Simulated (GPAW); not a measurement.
# Optical response of W

Aim: the dielectric function of W, and the optical constants that follow from it.

Calculated with GPAW 26.7.0; DFT, PBE, plane-wave PAW (GPAW data sets), scalar-relativistic, RPA, optical limit.

Most raw output is cut from this account.

### 1. The starting structure

The structure is cubic, space group Im-3m (No. 229). The conventional cell has a = 3.165 Å, b = 3.165 Å, c = 3.165 Å, α = 90.00°, β = 90.00°, γ = 90.00°. Nearest to W lie 8 W at 2.74 Å.

### 2. Ground state

The self-consistent density comes first; it also tells whether there is a gap, which decides the occupations and the need for a Drude term.

This step: DFT, PBE, plane-wave PAW (GPAW data sets), scalar-relativistic, ground state (GPAW 26.7.0).

gs.py reads:

```python
from ase import Atoms
from ase.dft.bandgap import bandgap
from gpaw import GPAW, PW, FermiDirac

atoms = Atoms(['W'],
              cell=[[-1.582345000000, 1.582345000000, 1.582345000000],
                    [1.582345000000, -1.582345000000, 1.582345000000],
                    [1.582345000000, 1.582345000000, -1.582345000000]],
              scaled_positions=[[0.000000000000, 0.000000000000, 0.000000000000]],
              pbc=[True, True, True])
atoms.calc = GPAW(mode=PW(500), xc='PBE', kpts={'size': (12, 12, 12), 'gamma': True},
                  occupations=FermiDirac(0.05), maxiter=150, txt='gs.txt')
print('energy (eV)', atoms.get_potential_energy())
print('Fermi level (eV)', atoms.calc.get_fermi_level())
print('valence electrons', atoms.calc.get_number_of_electrons())
print('gap (eV)', bandgap(atoms.calc, output=None)[0])
print('direct gap (eV)', bandgap(atoms.calc, direct=True, output=None)[0])
atoms.calc.write('gs.gpw')
```

Launch:

```console
OMP_NUM_THREADS=1 python gs.py
```

Run time: 6 s. Hardware: 1 thread of Arm Neoverse V2, shared host; peak memory 0.13 GiB.

Read-outs, printed or worked out from the files:

```
energy       : -11.58 eV
Fermi energy : 14.54 eV
electrons    : 14
```

There are states at the Fermi level within the smearing, so the occupations stay smeared and the carriers get a Drude term.

### 3. Bands for the response

At the fixed density, many empty bands are solved on the mesh of the response, since the spectrum sums over them.

This step: DFT, PBE, plane-wave PAW (GPAW data sets), scalar-relativistic, bands at fixed density (GPAW 26.7.0).

nscf.py reads:

```python
from ase.dft.bandgap import bandgap
from gpaw import GPAW, FermiDirac

calc = GPAW('gs.gpw').fixed_density(kpts={'size': (21, 21, 21), 'gamma': True}, nbands=30, convergence={'bands': 24},
                                    occupations=FermiDirac(0.05), txt='nscf.txt')
print('gap (eV)', bandgap(calc, output=None)[0])
print('direct gap (eV)', bandgap(calc, direct=True, output=None)[0])
print('top band over the Fermi level (eV)', min(calc.get_eigenvalues(kpt=k)[23] for k in range(len(calc.get_ibz_k_points()))) - calc.get_fermi_level())
calc.write('full.gpw', mode='all')
```

Launch:

```console
OMP_NUM_THREADS=1 python nscf.py
```

Run time: 39 s. Hardware: 1 thread; peak memory 0.21 GiB.

### 4. Dielectric function, RPA

Local fields let the induced charge screen the field inside the cell, which as a rule lowers ε, most along directions where the density is uneven.

This step: DFT, PBE, plane-wave PAW (GPAW data sets), scalar-relativistic, RPA, optical limit (GPAW 26.7.0).

df.py reads:

```python
from gpaw.response.df import DielectricFunction

df = DielectricFunction('full.gpw', frequencies={'type': 'nonlinear', 'domega0': 0.03, 'omega2': 8},
                        ecut=60,
                        eta=0.2,
                        nbands=24,
                        rate=0.05,
                        txt='df.txt')
for direction in ['x']:
    df.get_dielectric_function(xc='RPA', direction=direction, filename=f'df_{direction}.csv')
```

Launch:

```console
OMP_NUM_THREADS=1 python df.py
```

Elapsed: 10 s, on 1 thread; peak memory 0.19 GiB.

This step gave:

* centre of weight of the strongest loss peak in the window: 24.20 eV

Some rows of df_x.csv (energy; Re and Im without local fields; Re and Im with them):

```text
0.000000, 10944.080916, 0.000000, 10944.044780, 0.000000
0.619237, -38.738392, 18.846254, -38.774183, 18.838209
1.279498, 7.551532, 15.217275, 7.533306, 15.207712
1.984998, 7.233255, 20.877203, 7.225278, 20.873435
2.740552, 7.608593, 18.214645, 7.599014, 18.219796
3.551683, 6.445667, 16.178458, 6.456194, 16.184494
4.424758, 4.717962, 15.875096, 4.752079, 15.911650
5.367152, -5.401763, 20.162267, -5.399643, 20.366726
6.387465, -7.308054, 8.299168, -7.421315, 8.369782
7.495775, -4.158721, 4.186267, -4.255207, 4.223995
8.703980, -1.746382, 3.442583, -1.827043, 3.471486
10.026223, -0.699762, 3.737744, -0.746384, 3.795961
11.479449, -1.457739, 3.523881, -1.562749, 3.634358
13.084136, -1.390808, 2.156001, -1.585378, 2.224980
14.865263, -0.563519, 1.653630, -0.835880, 1.681801
16.853625, -0.721687, 2.117077, -0.824688, 1.876486
19.087623, -0.985062, 1.188537, -0.996808, 1.103099
21.615770, -0.184110, 0.436511, -0.264319, 0.398546
24.500258, 0.166799, 0.194849, 0.063819, 0.168424
27.822136, 0.522948, 0.164816, 0.405990, 0.105380
31.689054, 0.867605, 0.126134, 0.688616, 0.075569
```

The Im ε, E ∥ x has structure finer than the step of the table below, so its rows give means over 1 eV, whole bins alone (the curve runs from 0.305 to 36 eV). Peaks (eV: height): 1.0: 19.3, 1.9: 21.9, 5.2: 22.1.

Sum at mesh points, not converged in k. Im ε, E ∥ x against photon energy; means over each step:

| photon energy (eV) | Im ε, E ∥ x |
| --- | --- |
| 1 | 17.6 |
| 2 | 18.9 |
| 3 | 16.8 |
| 4 | 16.1 |
| 5 | 19.7 |
| 6 | 11.9 |
| 7 | 5.76 |
| 8 | 3.70 |
| 9 | 3.41 |
| 10 | 3.85 |
| 11 | 3.74 |
| 12 | 3.03 |
| 13 | 2.48 |
| 14 | 1.81 |
| 15 | 1.59 |
| 16 | 1.69 |
| 17 | 1.79 |
| 18 | 1.37 |
| 19 | 1.09 |
| 20 | 0.565 |
| 21 | 0.400 |
| 22 | 0.397 |
| 23 | 0.301 |
| 24 | 0.215 |
| 25 | 0.158 |
| 26 | 0.154 |
| 27 | 0.126 |
| 28 | 0.101 |
| 29 | 0.0899 |
| 30 | 0.0693 |
| 31 | 0.0666 |
| 32 | 0.0735 |
| 33 | 0.0658 |
| 34 | 0.0550 |
| 35 | 0.0455 |

Values under 1 per cm are given as 1; sum at mesh points, not converged in k. Table of absorption coefficient, E ∥ x by photon energy:

photon energy (eV), log10 absorption coefficient, E ∥ x (1/cm) and a bar from the least value:
```
     1.01        5.5 ############
     1.99        5.7 #################
     3.02        5.9 ####################
     3.98        6.0 #######################
     4.98        6.2 ###########################
     6.02        6.3 #############################
     6.99        6.3 #############################
     8.03        6.2 ###########################
     9.02        6.2 ###########################
    10.03        6.2 ###########################
    11.03        6.3 #############################
    12.02        6.3 #############################
    13.00        6.3 #############################
    14.04        6.3 #############################
    14.96        6.2 ############################
    16.03        6.2 ############################
    16.96        6.3 ##############################
    18.05        6.3 ##############################
    18.97        6.3 ##############################
    20.06        6.3 #############################
    20.95        6.2 ###########################
    22.02        6.1 ##########################
    23.01        6.1 ########################
    24.04        5.9 #####################
    24.97        5.7 ################
    25.94        5.6 ###############
    26.95        5.5 ############
    28.00        5.4 #########
    28.92        5.3 ########
    30.07        5.1 ####
    31.07        5.1 ####
    31.90        5.2 #####
    32.98        5.1 ####
    34.10        5.0 ##
    35.03        4.9 
    36.00        4.9
```

Sum at mesh points, not converged in k. Reflectivity at normal incidence, E ∥ x against photon energy; read off at these points:

photon energy (eV), reflectivity at normal incidence, E ∥ x (%) and a bar:
```
      1.0       52.8 #########################
      1.9       50.6 ########################
      2.0       50.0 ########################
      3.0       46.7 ######################
      4.0       45.9 ######################
      5.0       52.6 #########################
      5.8       63.2 ##############################
      6.0       62.2 ##############################
      7.0       60.5 #############################
      8.0       48.3 #######################
      9.0       39.0 ##################
     10.0       32.2 ###############
     11.0       38.7 ##################
     12.0       40.8 ###################
     13.0       43.2 #####################
     14.0       42.5 ####################
     15.0       33.4 ################
     16.0       26.8 #############
     17.0       33.1 ################
     18.0       37.4 ##################
     19.0       41.6 ####################
     20.0       53.9 ##########################
     21.0       48.0 #######################
     22.0       36.2 #################
     23.0       37.2 ##################
     24.0       30.8 ###############
     25.0       17.4 ########
     26.0       10.7 #####
     27.0        7.2 ###
     28.0        4.7 ##
     29.0        3.0 #
     30.0        2.1 #
     31.0        1.2 #
     32.0        0.8 
     33.0        0.5 
     34.0        0.3 
     35.0        0.1 
     36.0        0.0
```

Sum at mesh points, not converged in k. Loss function −Im 1/ε at q → 0, E ∥ x against energy loss; read off at these points:

```
energy loss (eV)  loss function −Im 1/ε at q → 0, E ∥ x
             1.0                                 0.0519
             2.0                                 0.0434
             3.0                                 0.0520
             4.0                                 0.0572
             5.0                                 0.0477
             6.0                                 0.0604
             7.0                                 0.0912
             8.0                                  0.182
             9.0                                  0.244
            10.0                                  0.254
            11.0                                  0.235
            12.0                                  0.254
            13.0                                  0.283
            14.0                                  0.364
            15.0                                  0.489
            16.0                                  0.554
            17.0                                  0.462
            18.0                                  0.502
            19.0                                  0.510
            20.0                                  0.608
            21.0                                   1.21
            22.0                                   1.84
            23.0                                   2.72
            24.0                                   4.59
            24.3                                   5.21
            25.0                                   3.33
            26.0                                   1.80
            27.0                                  0.989
            28.0                                  0.557
            29.0                                  0.357
            30.0                                  0.213
            31.0                                  0.159
            32.0                                  0.150
            33.0                                  0.115
            34.0                                 0.0842
            35.0                                 0.0587
            36.0                                 0.0485
```

The Im ε, E ∥ x has structure finer than the step of the table below, so its rows give means over 1 eV, whole bins alone (the curve runs from 0.305 to 36 eV). Peaks (eV: height): without local fields 1.0: 19.3, 1.9: 21.9, 5.2: 21.9; with local fields 1.0: 19.3, 1.9: 21.9, 5.2: 22.1.

Sum at mesh points, not converged in k. The Im ε, E ∥ x by photon energy; means over each step:

```
photon energy (eV)  without local fields  with local fields
                 1                  17.6               17.6
                 2                  18.9               18.9
                 3                  16.8               16.8
                 4                  16.1               16.1
                 5                  19.6               19.7
                 6                  11.8               11.9
                 7                  5.71               5.76
                 8                  3.67               3.70
                 9                  3.39               3.41
                10                  3.79               3.85
                11                  3.64               3.74
                12                  2.93               3.03
                13                  2.40               2.48
                14                  1.75               1.81
                15                  1.59               1.59
                16                  1.85               1.69
                17                  2.02               1.79
                18                  1.51               1.37
                19                  1.18               1.09
                20                 0.606              0.565
                21                 0.434              0.400
                22                 0.436              0.397
                23                 0.340              0.301
                24                 0.247              0.215
                25                 0.195              0.158
                26                 0.206              0.154
                27                 0.183              0.126
                28                 0.156              0.101
                29                 0.142             0.0899
                30                 0.113             0.0693
                31                 0.115             0.0666
                32                 0.128             0.0735
                33                 0.113             0.0658
                34                 0.100             0.0550
                35                 0.106             0.0455
```

At chosen wavelengths:

```
wavelength (nm)     n      k  R (%)     1/α
           1550  2.07  3.890   66.3   32 nm
            800  4.11  2.241   47.2   28 nm
            633  3.88  2.731   50.4   18 nm
            450  3.68  2.470   47.4   14 nm
            405  3.44  2.442   46.4   13 nm
            248  3.40  3.055   52.6  6.5 nm
            193  1.35  3.012   63.1  5.1 nm
```

A polished face would reflect 47 % of daylight and look light grey (CIE x = 0.319, y = 0.326 under D65).

### 5. Results

| Item | Value |
| --- | --- |
| centre of weight of the strongest loss peak in the window, first axis | 24.2 eV |

**Reading.** At this level (PBE, RPA) W is a metal. The mesh is too coarse to trust the carriers' weight, the reflectivity or the colour to better than tens of per cent. A polished face would reflect 47 % of daylight and look light grey (CIE x = 0.319, y = 0.326 under D65). The carriers' damping of 0.05 eV is typed, not computed; it shapes the response at the lowest energies. Spin-orbit coupling is left out although heavy atoms are present. In this version of GPAW the matrix elements of the optical limit are incomplete, which can lower ε − 1 by up to a tenth where first-row anions or d states rule, and shift it by more in d metals. GPAW's carrier term has the form −ωp²/(ω + i·rate)², which damps like twice the rate and fails at low energy, so the curves leave the lowest energies out. The sum runs over mesh points 0.13 Å⁻¹ apart with no interpolation, so peaks are partly noise of the mesh, and the Drude plasma energy, a sum over the Fermi surface, isn't converged.

[Machine, clock and banner lines and Python warnings are left out of the logs.]

[Logs are printed without paths, hosts, clocks, repeated set-up lines and the standing remarks that a program may print on its own settings, such as how far it seeks lower states.]

[Hosts, paths, dates, database ids (printed as entryN), source tags and the programs' standing remarks are cut or masked in the printed files.]
